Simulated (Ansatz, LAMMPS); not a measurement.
# Structural relaxation of ionic liquid triethylsulfonium TFSI- with water, from a frame at 300 K (120 atoms), part 2 of 4

Aim: bring ionic liquid triethylsulfonium TFSI- with water, from a frame at 300 K (120 atoms) to a nearby minimum of the energy and see what moves.

Ansatz 0.2.0; Kohn-Sham DFT, PBE+D3(BJ), PAW (set soft_2), plane waves.

The cell: 24 C, 9 S, 51 H, 3 N, 15 O and 18 F. The network of contacts between molecules at the start is that of the classical potential that made the cell. The density was typed from a rule of thumb and may lie off the real one at this temperature. The Brillouin zone is sampled at Γ only, in a cell whose shortest periodic width is 11 Å.

So far. Step 3 (Single point at the start): Neighbours are counted within 1.34 Å (H-C), 1.21 Å (H-O), 1.85 Å (C-C), 1.62 Å (C-F), 2.21 Å (C-S), 1.93 Å (O-S), 1.98 Å (S-N).

## (4) Relaxation

With the cell held, the atoms are moved downhill towards a nearby minimum.

Contents of input.yaml:

```yaml
crystal:
  lattice:
    - [11.06223, 0.0, 0.0]
    - [0.0, 11.06223, 0.0]
    - [0.0, 0.0, 11.06223]
  atoms:
    [... the 120 atom lines of step 3 ...]
kpoints:
  mp_grid: { grid: [1, 1, 1] }
hamiltonian:
  xc: pbe
  dispersion: d3bj
scf:
  occupations: { method: fermi_dirac, width: 0.05 }
output:
  forces: true
relax:
  f_tol: 0.03
  max_steps: 200
```

Run with:

```
> ansatz run input.yaml --threads 4 --pin off --max-ram 8192MiB --backend cpu --events-out ev --progress --plain --runs-dir out
```

Numbers of over 12 decimals in the logs are rounded to 6 here.

Output:

```text
[...]
Crystal: 120 atoms, lattice volume = 1353.718 Å³
Basis set: ecut = 420 eV, 26529 PW (Γ), exchange–correlation on 150×150×150 points (8 copies of the dense FFT grid, shifted against one another)
Bands: 336, of which v1, the nominal top of the filled ones, is band 216 counted from 1 (215 counted from 0)
Symmetry: 1 space group operations
[...]
k-points: 1
[...]
SCF iter   1: F=—  HF=-39151.189718 eV  |F-HF|=—  |Δ(HF+E_count)|=         —  Δρ=6.11e-3  dr2=7.26e-1  ethr=1.77e-3  ⟨swp⟩=6.0  Hψ=1586  notcnv=0  defer=38
[...]
SCF iter   8: F=-39150.965074 eV  HF=-39150.965078 eV  |F-HF|=4.49e-6  |Δ(HF+E_count)|=   1.20e-6  Δρ=2.51e-5  dr2=8.16e-6  ethr=5.21e-9  ⟨swp⟩=4.0  Hψ=885  notcnv=0
SCF 1 converged in 8 iterations: F = -39150.965074 eV  dr2 = 8.16e-6
[...]
relax step   1: F+E_penalty+E_count = -39150.96507374 eV  Δ(F+E_penalty+E_count) = +0.000e0 eV  max|allowed force component| = 4.516e0 eV/Å  Δτ_max = 0.0000 Å  (8 SCF iters, dr2 threshold 2.25e-5 eV, accepted)
[...]
relax step   2: F+E_penalty+E_count = -39155.87171542 eV  Δ(F+E_penalty+E_count) = -4.907e0 eV  max|allowed force component| = 2.865e0 eV/Å  Δτ_max = 0.1904 Å  (7 SCF iters, dr2 threshold 1.00e-4 eV, accepted)
[...]
relax step   3: F+E_penalty+E_count = -39157.31414741 eV  Δ(F+E_penalty+E_count) = -1.442e0 eV  max|allowed force component| = 1.613e0 eV/Å  Δτ_max = 0.1918 Å  (7 SCF iters, dr2 threshold 1.00e-4 eV, accepted)
relax step   4: F+E_penalty+E_count = -39157.71543818 eV  Δ(F+E_penalty+E_count) = -4.013e-1 eV  max|allowed force component| = 1.172e0 eV/Å  Δτ_max = 0.2000 Å  (6 SCF iters, dr2 threshold 1.00e-4 eV, accepted)
relax step   5: F+E_penalty+E_count = -39158.14510811 eV  Δ(F+E_penalty+E_count) = -4.297e-1 eV  max|allowed force component| = 4.890e-1 eV/Å  Δτ_max = 0.1917 Å  (7 SCF iters, dr2 threshold 1.00e-4 eV, accepted)
relax step   6: F+E_penalty+E_count = -39158.39320153 eV  Δ(F+E_penalty+E_count) = -2.481e-1 eV  max|allowed force component| = 2.006e-1 eV/Å  Δτ_max = 0.2000 Å  (7 SCF iters, dr2 threshold 4.17e-5 eV, accepted)
relax step   7: F+E_penalty+E_count = -39158.53671885 eV  Δ(F+E_penalty+E_count) = -1.435e-1 eV  max|allowed force component| = 2.291e-1 eV/Å  Δτ_max = 0.1917 Å  (8 SCF iters, dr2 threshold 6.76e-6 eV, accepted)
relax step   8: F+E_penalty+E_count = -39158.66365403 eV  Δ(F+E_penalty+E_count) = -1.269e-1 eV  max|allowed force component| = 2.406e-1 eV/Å  Δτ_max = 0.1950 Å  (8 SCF iters, dr2 threshold 8.82e-6 eV, accepted)
relax step   9: F+E_penalty+E_count = -39158.74597641 eV  Δ(F+E_penalty+E_count) = -8.232e-2 eV  max|allowed force component| = 1.179e0 eV/Å  Δτ_max = 0.1926 Å  (7 SCF iters, dr2 threshold 5.79e-5 eV, accepted)
relax step  10: F+E_penalty+E_count = -39158.82446384 eV  Δ(F+E_penalty+E_count) = -7.849e-2 eV  max|allowed force component| = 1.391e0 eV/Å  Δτ_max = 0.1942 Å  (7 SCF iters, dr2 threshold 1.00e-4 eV, accepted)
relax step  11: F+E_penalty+E_count = -39158.99399182 eV  Δ(F+E_penalty+E_count) = -1.695e-1 eV  max|allowed force component| = 3.533e-1 eV/Å  Δτ_max = 0.2000 Å  (6 SCF iters, dr2 threshold 1.00e-4 eV, accepted)
relax step  12: F+E_penalty+E_count = -39159.07873276 eV  Δ(F+E_penalty+E_count) = -8.474e-2 eV  max|allowed force component| = 2.010e-1 eV/Å  Δτ_max = 0.1972 Å  (8 SCF iters, dr2 threshold 8.06e-6 eV, accepted)
relax step  13: F+E_penalty+E_count = -39159.12854696 eV  Δ(F+E_penalty+E_count) = -4.981e-2 eV  max|allowed force component| = 3.534e-1 eV/Å  Δτ_max = 0.1991 Å  (9 SCF iters, dr2 threshold 2.61e-6 eV, accepted)
relax step  14: F+E_penalty+E_count = -39159.15115147 eV  Δ(F+E_penalty+E_count) = -2.260e-2 eV  max|allowed force component| = 4.935e-1 eV/Å  Δτ_max = 0.1436 Å  (7 SCF iters, dr2 threshold 4.04e-5 eV, accepted)
relax step  15: F+E_penalty+E_count = -39159.17301742 eV  Δ(F+E_penalty+E_count) = -2.187e-2 eV  max|allowed force component| = 6.197e-1 eV/Å  Δτ_max = 0.1092 Å  (6 SCF iters, dr2 threshold 1.00e-4 eV, accepted)
relax step  16: F+E_penalty+E_count = -39159.19570371 eV  Δ(F+E_penalty+E_count) = -2.269e-2 eV  max|allowed force component| = 5.716e-1 eV/Å  Δτ_max = 0.0750 Å  (6 SCF iters, dr2 threshold 1.00e-4 eV, accepted)
relax step  17: F+E_penalty+E_count = -39159.21994969 eV  Δ(F+E_penalty+E_count) = -2.425e-2 eV  max|allowed force component| = 4.013e-1 eV/Å  Δτ_max = 0.1775 Å  (7 SCF iters, dr2 threshold 1.00e-4 eV, accepted)
relax step  18: F+E_penalty+E_count = -39159.23411267 eV  Δ(F+E_penalty+E_count) = -1.416e-2 eV  max|allowed force component| = 2.911e-1 eV/Å  Δτ_max = 0.1411 Å  (6 SCF iters, dr2 threshold 7.94e-5 eV, accepted)
relax step  19: F+E_penalty+E_count = -39159.24746913 eV  Δ(F+E_penalty+E_count) = -1.336e-2 eV  max|allowed force component| = 2.557e-1 eV/Å  Δτ_max = 0.1228 Å  (6 SCF iters, dr2 threshold 4.18e-5 eV, accepted)
relax step  20: F+E_penalty+E_count = -39159.26205825 eV  Δ(F+E_penalty+E_count) = -1.459e-2 eV  max|allowed force component| = 2.942e-1 eV/Å  Δτ_max = 0.1694 Å  (6 SCF iters, dr2 threshold 3.44e-5 eV, accepted)
[...]
relax step  33: F+E_penalty+E_count = -39159.33792448 eV  Δ(F+E_penalty+E_count) = -9.752e-4 eV  max|allowed force component| = 4.862e-2 eV/Å  Δτ_max = 0.0536 Å  (9 SCF iters, accepted)
relax step  34: F+E_penalty+E_count = -39159.33871149 eV  Δ(F+E_penalty+E_count) = -7.870e-4 eV  max|allowed force component| = 6.048e-2 eV/Å  Δτ_max = 0.0446 Å  (9 SCF iters, accepted)
[...]
relax step  36: F+E_penalty+E_count = -39159.33939411 eV  Δ(F+E_penalty+E_count) = -5.420e-5 eV  max|allowed force component| = 7.517e-2 eV/Å  Δτ_max = 0.0956 Å  (9 SCF iters, accepted)
[...]
relax step  40: F+E_penalty+E_count = -39159.34023524 eV  Δ(F+E_penalty+E_count) = +3.572e-4 eV  max|allowed force component| = 5.212e-2 eV/Å  Δτ_max = 0.0213 Å  (8 SCF iters, rejected (line search))
relax step  41: F+E_penalty+E_count = -39159.34093110 eV  Δ(F+E_penalty+E_count) = -3.386e-4 eV  max|allowed force component| = 2.239e-2 eV/Å  Δτ_max = 0.0101 Å  (7 SCF iters, accepted)
relax step  42: F+E_penalty+E_count = -39159.34145263 eV  Δ(F+E_penalty+E_count) = -5.215e-4 eV  max|allowed force component| = 2.352e-2 eV/Å  Δτ_max = 0.0374 Å  (9 SCF iters, accepted)
relax step  43: F+E_penalty+E_count = -39159.34180866 eV  Δ(F+E_penalty+E_count) = -3.560e-4 eV  max|allowed force component| = 3.209e-2 eV/Å  Δτ_max = 0.0637 Å  (9 SCF iters, accepted)
[...]
relax step  45: F+E_penalty+E_count = -39159.34212641 eV  Δ(F+E_penalty+E_count) = -2.841e-4 eV  max|allowed force component| = 7.719e-2 eV/Å  Δτ_max = 0.0213 Å  (5 SCF iters, dr2 threshold 6.13e-6 eV, accepted)
relax step  46: F+E_penalty+E_count = -39159.34254677 eV  Δ(F+E_penalty+E_count) = -4.204e-4 eV  max|allowed force component| = 6.672e-2 eV/Å  Δτ_max = 0.0151 Å  (5 SCF iters, dr2 threshold 5.79e-6 eV, accepted)
relax step  47: F+E_penalty+E_count = -39159.34282251 eV  Δ(F+E_penalty+E_count) = -2.757e-4 eV  max|allowed force component| = 6.102e-2 eV/Å  Δτ_max = 0.0187 Å  (5 SCF iters, dr2 threshold 3.33e-6 eV, accepted)
relax step  48: F+E_penalty+E_count = -39159.34347015 eV  Δ(F+E_penalty+E_count) = -6.476e-4 eV  max|allowed force component| = 6.894e-2 eV/Å  Δτ_max = 0.0718 Å  (7 SCF iters, dr2 threshold 2.78e-6 eV, accepted)
relax step  49: F+E_penalty+E_count = -39159.34356065 eV  Δ(F+E_penalty+E_count) = -9.050e-5 eV  max|allowed force component| = 1.433e-1 eV/Å  Δτ_max = 0.1179 Å  (7 SCF iters, dr2 threshold 3.98e-6 eV, accepted)
relax step  50: F+E_penalty+E_count = -39159.34442031 eV  Δ(F+E_penalty+E_count) = -8.597e-4 eV  max|allowed force component| = 7.767e-2 eV/Å  Δτ_max = 0.0153 Å  (4 SCF iters, dr2 threshold 2.05e-5 eV, accepted)
relax step  51: F+E_penalty+E_count = -39159.34542828 eV  Δ(F+E_penalty+E_count) = -1.008e-3 eV  max|allowed force component| = 4.246e-2 eV/Å  Δτ_max = 0.0400 Å  (7 SCF iters, dr2 threshold 1.77e-6 eV, accepted)
relax step  52: F+E_penalty+E_count = -39159.34663120 eV  Δ(F+E_penalty+E_count) = -1.203e-3 eV  max|allowed force component| = 2.096e-2 eV/Å  Δτ_max = 0.0908 Å  (9 SCF iters, accepted)
relax step  53: F+E_penalty+E_count = -39159.34356134 eV  Δ(F+E_penalty+E_count) = +3.070e-3 eV  max|allowed force component| = 2.235e-1 eV/Å  Δτ_max = 0.1950 Å  (10 SCF iters, rejected (line search))
relax step  54: F+E_penalty+E_count = -39159.34725497 eV  Δ(F+E_penalty+E_count) = -6.238e-4 eV  max|allowed force component| = 7.497e-2 eV/Å  Δτ_max = 0.0961 Å  (9 SCF iters, accepted)
relax step  55: F+E_penalty+E_count = -39159.34733646 eV  Δ(F+E_penalty+E_count) = -8.149e-5 eV  max|allowed force component| = 4.044e-2 eV/Å  Δτ_max = 0.0208 Å  (7 SCF iters, dr2 threshold 1.37e-6 eV, accepted)
relax step  56: F+E_penalty+E_count = -39159.34780847 eV  Δ(F+E_penalty+E_count) = -4.720e-4 eV  max|allowed force component| = 4.810e-2 eV/Å  Δτ_max = 0.0169 Å  (7 SCF iters, accepted)
relax step  57: F+E_penalty+E_count = -39159.34618672 eV  Δ(F+E_penalty+E_count) = +1.622e-3 eV  max|allowed force component| = 7.910e-2 eV/Å  Δτ_max = 0.0265 Å  (9 SCF iters, rejected (line search))
relax step  58: F+E_penalty+E_count = -39159.34806639 eV  Δ(F+E_penalty+E_count) = -2.579e-4 eV  max|allowed force component| = 3.332e-2 eV/Å  Δτ_max = 0.0129 Å  (8 SCF iters, accepted)
[...]
relax step  59: F+E_penalty+E_count = -39159.34819769 eV  Δ(F+E_penalty+E_count) = -1.313e-4 eV  max|allowed force component| = 2.109e-2 eV/Å  Δτ_max = 0.0177 Å  (8 SCF iters, accepted)
SCF converged after 8 iterations
Free energy (F): -39159.348198 eV
[...]
Internal energy: -39159.348198 eV  (E = F + TS)
E sigma→0 (E₀):  -39159.348198 eV
Fermi energy:    2.447976 eV
[...]
--- Forces (eV/Å), atoms counted from 1 ---
  atom   1  C     -0.00035778    -0.00041442    -0.00008444
  atom   2  C      0.00163019    -0.00008089    -0.00024015
  atom   3  S      0.00033304     0.00002320     0.00086861
  atom   4  C     -0.00006749    -0.00011134     0.00021974
  atom   5  C      0.00006265    -0.00032656     0.00011266
  atom   6  C      0.00092409    -0.00093704    -0.00046953
  atom   7  C     -0.00058560    -0.00000646     0.00008530
  atom   8  H      0.00052514    -0.00002188     0.00103569
  atom   9  H     -0.00064230    -0.00009546     0.00051883
  atom  10  H     -0.00010108     0.00096712    -0.00034039
  atom  11  H     -0.00022073     0.00038908    -0.00070712
  atom  12  H     -0.00010478    -0.00111860    -0.00013639
  atom  13  H     -0.00054747    -0.00019822    -0.00052420
  atom  14  H      0.00020863     0.00030172    -0.00017453
[...]
atom 119  H     -0.00102139     0.00337149    -0.00501542
  atom 120  H      0.00083028     0.00196667     0.00130189
  max |Σ_I F_I| component: 6.23e-5 eV/Å
--- Relaxed structure (59 steps of the walk, 55 accepted, 0 SCFs on fresh bases) ---
  F+E_penalty+E_count = -39159.34819769 eV   max|allowed force component| = 2.109e-2 eV/Å
  atoms:
    - { symbol: C, position: [0.201181, 0.382907, 0.00799968] }
    - { symbol: C, position: [0.095708, 0.452406, 0.061315] }
    - { symbol: S, position: [1.003590, 0.517813, 0.941701] }
    - { symbol: C, position: [0.924414, 0.639377, 1.019413] }
[...]
- { symbol: H, position: [0.268996, 0.469573, 0.413540] }
```

Wall time 7.3 min (4 threads of Arm Neoverse V2, shared host); peak memory 1.6 GiB.

Step by step (22 of 59):

| step | energy less that of the first step (eV) | largest force component (eV/Å) |
| --- | --- | --- |
| 1 | 0.0000 | 4.5163 |
| 4 | -6.7504 | 1.1717 |
| 7 | -7.5716 | 0.2291 |
| 9 | -7.7809 | 1.1792 |
| 12 | -8.1137 | 0.2010 |
| 15 | -8.2079 | 0.6197 |
| 18 | -8.2690 | 0.2911 |
| 20 | -8.2970 | 0.2942 |
| 23 | -8.3356 | 0.3182 |
| 26 | -8.3544 | 0.2697 |
| 29 | -8.3645 | 0.1218 |
| 31 | -8.3705 | 0.0842 |
| 34 | -8.3736 | 0.0605 |
| 37 | -8.3750 | 0.0712 |
| 40 | -8.3752 | 0.0521 |
| 42 | -8.3764 | 0.0235 |
| 45 | -8.3771 | 0.0772 |
| 48 | -8.3784 | 0.0689 |
| 51 | -8.3804 | 0.0425 |
| 53 | -8.3785 | 0.2235 |
| 56 | -8.3827 | 0.0481 |
| 59 | -8.3831 | 0.0211 |

Relaxation steps 24, 40, 53, 57 were tried and not accepted.

The atoms that moved most (Å):

| atom | dx | dy | dz | length |
| --- | --- | --- | --- | --- |
| F88 | 1.532 | 1.174 | -0.447 | 1.981 |
| H56 | -1.904 | 0.051 | 0.021 | 1.905 |
| H55 | -1.421 | 0.441 | -0.984 | 1.784 |
| F109 | 0.715 | -1.504 | -0.422 | 1.718 |
| H21 | -1.401 | 0.768 | 0.258 | 1.619 |
| N97 | 0.272 | -0.381 | -1.505 | 1.576 |
| H39 | -0.797 | 1.281 | 0.031 | 1.509 |
| H61 | -0.336 | -0.711 | 1.285 | 1.506 |

The relaxation changed the energy by -69.9 meV/atom, and atoms moved by 0.92 Å r.m.s., 2.0 Å at most.

## (5) Distances and neighbours after relaxation

Bonds before and after, by the cutoffs listed below:

| pair | bonds before | bonds after | mean before (Å) | mean after (Å) | spread before (Å) | spread after (Å) |
| --- | --- | --- | --- | --- | --- | --- |
| H-C | 45 | 45 | 1.089 | 1.097 | 0.031 | 0.002 |
| H-O | 6 | 6 | 1.000 | 0.978 | 0.000 | 0.004 |
| C-C | 9 | 9 | 1.514 | 1.519 | 0.029 | 0.002 |
| C-F | 18 | 18 | 1.361 | 1.344 | 0.023 | 0.006 |
| C-S | 15 | 15 | 1.817 | 1.842 | 0.046 | 0.027 |
| O-S | 12 | 12 | 1.461 | 1.454 | 0.022 | 0.005 |
| S-N | 6 | 6 | 1.563 | 1.591 | 0.022 | 0.010 |

Density 1.54 g/cm³, 11.28 Å³ an atom.

Pair distribution functions g(r), in bins of 0.2 Å:

| r (Å) | total | H-H | H-C | H-F | H-O | H-S | H-N |
| --- | --- | --- | --- | --- | --- | --- | --- |
| 0.90 | 0.47 | 0.00 | 0.00 | 0.00 | 4.45 | 0.00 | 0.00 |
| 1.10 | 2.91 | 0.00 | 17.10 | 0.00 | 0.00 | 0.00 | 0.00 |
| 1.30 | 0.76 | 0.00 | 0.00 | 0.00 | 0.00 | 0.00 | 0.00 |
| 1.50 | 0.93 | 0.54 | 0.00 | 0.00 | 0.00 | 0.00 | 0.00 |
| 1.70 | 0.89 | 4.60 | 0.00 | 0.00 | 0.00 | 0.00 | 0.00 |
| 1.90 | 0.42 | 0.12 | 0.00 | 0.00 | 0.60 | 0.00 | 0.00 |
| 2.10 | 1.01 | 0.00 | 4.04 | 0.00 | 0.33 | 0.00 | 0.00 |
| 2.30 | 0.56 | 0.78 | 0.18 | 0.10 | 1.08 | 3.81 | 0.62 |
| 2.50 | 0.98 | 3.35 | 0.00 | 0.72 | 0.89 | 0.00 | 0.00 |
| 2.70 | 0.99 | 1.15 | 0.23 | 1.12 | 0.96 | 0.00 | 0.51 |
| 2.90 | 0.98 | 0.35 | 1.52 | 1.00 | 0.68 | 0.97 | 0.44 |
| 3.10 | 1.27 | 1.65 | 1.33 | 0.73 | 0.80 | 2.00 | 0.00 |
| 3.30 | 0.91 | 0.89 | 0.85 | 1.07 | 1.10 | 0.97 | 0.64 |
| 3.50 | 0.73 | 1.09 | 0.86 | 0.38 | 0.46 | 0.57 | 0.58 |
| 3.70 | 0.97 | 0.75 | 1.22 | 0.90 | 0.88 | 1.69 | 0.52 |
| 3.90 | 1.02 | 1.03 | 0.88 | 1.08 | 1.16 | 0.86 | 0.23 |
| 4.10 | 0.92 | 0.97 | 0.81 | 0.97 | 1.30 | 0.27 | 1.27 |
| 4.30 | 1.02 | 0.87 | 1.29 | 0.98 | 0.95 | 0.89 | 1.14 |
| 4.50 | 0.98 | 0.83 | 1.15 | 1.27 | 1.11 | 0.99 | 1.24 |
| 4.70 | 1.02 | 1.09 | 1.11 | 1.11 | 1.22 | 0.84 | 0.96 |
| 4.90 | 1.11 | 0.97 | 0.95 | 1.34 | 1.02 | 1.46 | 1.74 |
| 5.10 | 1.12 | 1.05 | 1.17 | 1.05 | 1.17 | 1.13 | 1.35 |
| 5.30 | 1.04 | 1.09 | 0.96 | 1.19 | 1.11 | 1.29 | 1.73 |

Bonds by pair of elements; cutoffs follow the first minimum of g(r), held within bounds set by covalent radii, and pairs that aren't listed don't count as bonded:

| pair A-B | cutoff (Å) | bonds | mean length (Å) | spread (Å) | shortest (Å) | B about A | A about B |
| --- | --- | --- | --- | --- | --- | --- | --- |
| H-C | 1.34 | 45 | 1.10 | 0.002 | 1.09 | 0.882 | 1.88 |
| H-O | 1.21 | 6 | 0.978 | 0.004 | 0.973 | 0.118 | 0.4 |
| C-C | 1.85 | 9 | 1.52 | 0.002 | 1.52 | 0.75 | 0.75 |
| C-F | 1.62 | 18 | 1.34 | 0.006 | 1.33 | 0.75 | 1 |
| C-S | 2.21 | 15 | 1.84 | 0.027 | 1.81 | 0.625 | 1.67 |
| O-S | 1.88 | 12 | 1.45 | 0.005 | 1.45 | 0.8 | 1.33 |
| S-N | 2.02 | 6 | 1.59 | 0.01 | 1.58 | 0.667 | 2 |

How many atoms have how many bonded neighbours:

| element | mean | 1 | 2 | 3 | 4 |
| --- | --- | --- | --- | --- | --- |
| C | 4 | 0 | 0 | 0 | 24 |
| F | 1 | 18 | 0 | 0 | 0 |
| H | 1 | 51 | 0 | 0 | 0 |
| N | 2 | 0 | 3 | 0 | 0 |
| O | 1.2 | 12 | 3 | 0 | 0 |
| S | 3.67 | 0 | 0 | 3 | 6 |

Bond angles, per cent of each kind in bins of 5°:

| angle (°) | C-C-H | H-C-H | H-C-S | F-C-S | F-C-F |
| --- | --- | --- | --- | --- | --- |
| 100–105 | 0.0 | 0.0 | 50.0 | 0.0 | 0.0 |
| 105–110 | 20.0 | 97.2 | 50.0 | 38.9 | 100.0 |
| 110–115 | 80.0 | 2.8 | 0.0 | 61.1 | 0.0 |

Bond angles (no mean is given where the spread exceeds 20°):

| angle | count | mean (°) | spread (°) |
| --- | --- | --- | --- |
| C-C-H | 45 | 111 | 1.8 |
| H-C-H | 36 | 108 | 0.8 |
| H-C-S | 18 | 106 | 1.7 |
| F-C-S | 18 | 110 | 1 |
| F-C-F | 18 | 109 | 0.4 |

Bond length by coordination (bonds to H left out):

| element | coordination | atoms | mean bond length (Å) |
| --- | --- | --- | --- |
| O | 1 | 12 | 1.45 |
| S | 3 | 3 | 1.82 |
| S | 4 | 6 | 1.59 |

By these cutoffs all C atoms have 4, all F atoms have 1, all H atoms have 1 and all N atoms have 2 bonded neighbours. The C-C-H angle averages 111° with a spread of 1.8°.

(Part 2 of 4 ends here.)

[Logs are printed without paths, hosts, clocks, repeated set-up lines and the standing remarks that a program may print on its own settings, such as how far it seeks lower states.]

[Hosts, paths, dates, database ids (printed as entryN), source tags and the programs' standing remarks are cut or masked in the printed files.]
